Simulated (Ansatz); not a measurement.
An input for Ansatz 0.2.0 (FeAs2 (Lollingite)):

```yaml
crystal:
  lattice:
    - [5.3012, 0.0, 0.0]
    - [0.0, 5.9858, 0.0]
    - [0.0, 0.0, 2.8822]
  atoms:
    - { symbol: Fe, position: [0.0, 0.0, 0.0] }
    - { symbol: Fe, position: [0.5, 0.5, 0.5] }
    - { symbol: As, position: [0.1763, 0.3624, 0.0] }
    - { symbol: As, position: [0.8237, 0.6376, 0.0] }
    - { symbol: As, position: [0.6763, 0.1376, 0.5] }
    - { symbol: As, position: [0.3237, 0.8624, 0.5] }
kpoints:
  mp_grid: { grid: [4, 4, 8] }
hamiltonian:
  xc: lda
scf:
  occupations: { method: fixed }
  n_extra_bands: 62
output:
  optics: { e_range: [0, 25], de: 0.1, sigma: 0.2 }
```

```sh
ansatz run input.yaml --threads 3 --pin off --max-ram 92160MiB --backend cuda --events-out ev --progress --plain --runs-dir out --devices 1 --max-vram 13GiB  # rebuilt from the run's record
```

Question: How long will it take on 1 × NVIDIA H100 80GB HBM3 (shared by 6 runs) with 3 threads of AMD EPYC 7R13 (Zen 3), shared host, and how much memory?

It took 57 s; on shared hardware allow 28 s to 1.9 min. Peak host memory was 2.6 GiB.

[Paths, hosts, dates, memory and timing lines, banners, echoed tables and standing remarks are left out of the program output.]

[Logs are printed without paths, hosts, clocks, repeated set-up lines and the standing remarks that a program may print on its own settings, such as how far it seeks lower states.]

[Runs of the session that timed out or met a known fault of the program may be left out.]

[Cells called generated may have been cut or substituted from an entry of the Crystallography Open Database or the Materials Project.]

[Hosts, paths, dates, database ids (printed as entryN), source tags and the programs' standing remarks are cut or masked in the printed files.]
